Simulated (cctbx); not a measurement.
# Which space group?

Cell: a = 4.2950 Å, b = 5.6080 Å, c = 7.5180 Å, α = 90.00°, β = 90.33°, γ = 90.00°. Expected content of the cell: Pr4 Be4.

Simulated single-crystal data (cctbx): Cu Kα, λ = 1.54184 Å, to d = 0.83 Å, 70 % of the full sphere, strongest reflection 40000 counts, noise from counting, a 1.5 % proportional error and a noise floor of 15 counts (s.d.); no absorption.

A first pass over the reflections prints:

```text
948 reflections to d = 0.830 A
centring   violations  <I/sigma> of those
    A        364 of   472     31.5
    B        361 of   451     32.4
    C        365 of   479     31.2
    I        368 of   468     31.9
    R        492 of   629     32.0
    F        545 of   701     31.7
Laue class    unique    Rint  (classes that these axes allow; Friedel mates merged)
P -1              616   0.010
P 1 2/m 1         371   0.012
space group    extra absences  I>4sigma  <I/sigma>
P 1 2 1                 0          0         -  acentric
P 1 21 1                6          0       0.5  acentric
P 1 m 1                 0          0         -  acentric
P 1 c 1                56          0      -0.1  acentric
P 1 2/m 1               0          0         -  centric
P 1 21/m 1              6          0       0.5  centric
P 1 2/c 1              56          0      -0.1  centric
P 1 21/c 1             62          0      -0.0  centric
Wilson B = 0.21 A^2   <|E^2-1|> = 0.842 (0.968 centric, 0.736 acentric)   E^2>4: 0.6 %
shell (A)         n   <I/sigma>
 7.52 - 1.66     54     50.4
 1.66 - 1.32     46     46.5
 1.32 - 1.15     41     41.5
 1.15 - 1.05     45     50.9
 1.05 - 0.97     48     38.7
 0.97 - 0.91     43     45.3
 0.91 - 0.87     40     45.2
 0.87 - 0.83     54     46.4
```

**Question.** What are the lattice type, the Laue class and the likely space group?

Every centring test has many violations, so the lattice is primitive.

Rint stays low (0.010 to 0.012) up to P 1 2/m 1, the highest class in these axes.

8 settings pass the absence test. The most absences obeyed, 62, belong to P 1 21/c 1 alone.

⟨|E²−1|⟩ = 0.842 lies between the two ideal values. The Wilson B of 0.21 Å² means U ≈ 0.0027 Å².

The true group is P2_1/c (no. 14), Laue class 2/m, centrosymmetric. The tables fix it.

The model was made for the exercise: a known structure type with other elements put in, its volume estimated, not relaxed; displacement parameters are assumed.

[Logs are printed without paths, hosts, clocks, repeated set-up lines and the standing remarks that a program may print on its own settings, such as how far it seeks lower states.]
